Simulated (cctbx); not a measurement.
# NdV3C4O12: precision against data quality

Space group R32 (no. 155), a = 10.0180 Å, b = 10.0180 Å, c = 8.2180 Å, α = 90.00°, β = 90.00°, γ = 120.00°.

| atom | mult. | x | y | z | Ueq (Å²) |
| --- | --- | --- | --- | --- | --- |
| Nd1 | 3 | 0 | 0 | 0 | 0.0071 |
| V1 | 9 | 0.1212 | 0.7878 | 1/3 | 0.0100 |
| O1 | 18 | 0.5419 | 0.6890 | 0.4884 | 0.0332 |
| O2 | 9 | 0.1441 | 0.1441 | 1/2 | 0.0185 |
| O3 | 9 | 0.4061 | 0.4061 | 1/2 | 0.0272 |
| C1 | 9 | 0.5526 | 0.5526 | 1/2 | 0.0179 |
| C2 | 3 | 0 | 0 | 1/2 | 0.0279 |

The model was made for the exercise: a known structure type with other elements put in, its volume estimated, not relaxed; displacement parameters are assumed.

Five simulated data sets (cctbx; Mo Kα, λ = 0.71073 Å; 1.5 % proportional error) differ in resolution or exposure (noise floor 4 counts in the first three, 8 in the last two). Each is refined with the right model, isotropic at 1.1 Å and anisotropic otherwise. How do the figures of merit and the uncertainties move?

```
d min (Å)  top counts  ⟨I/σ⟩ (unmerged, absences included)  unique  param. (scale apart)   Rint      R1  GooF  largest s.u. xyz (fractional)  s.u. U of C1 (Å²)  largest error (Å)
      1.1       20000                                 12.2     132                    14  0.019  0.0091  1.96                        0.00077             0.0019             0.0053
     0.84       20000                                 10.8     289                    33  0.020  0.0054  0.99                        0.00031             0.0011             0.0054
      0.6       20000                                  8.4     781                    33  0.023  0.0069  1.00                        0.00018             0.0005             0.0024
     0.75         300                                  0.7     406                    33  0.300  0.0704  0.95                        0.00347             0.0101             0.0413
     0.75        3000                                  3.9     406                    33  0.055  0.0146  0.95                        0.00069             0.0020             0.0106
```

GooF reaches 1.96 where the model lacks something that the data hold (anisotropy at the isotropic level, for one). The s.u. of U for C1 goes 0.0019, 0.0011, 0.0005 Å² with resolution and 0.0101, 0.0020 Å² with exposure.

The 1.1 Å row also differs in its displacement model, so it isn't a clean test of resolution.

Hardware for the 0.6 Å refinement: 0.39 s on 1 thread of AMD EPYC 7B13 (Zen 3), on a shared host, peak memory 0.09 GiB.

[Logs are printed without paths, hosts, clocks, repeated set-up lines and the standing remarks that a program may print on its own settings, such as how far it seeks lower states.]
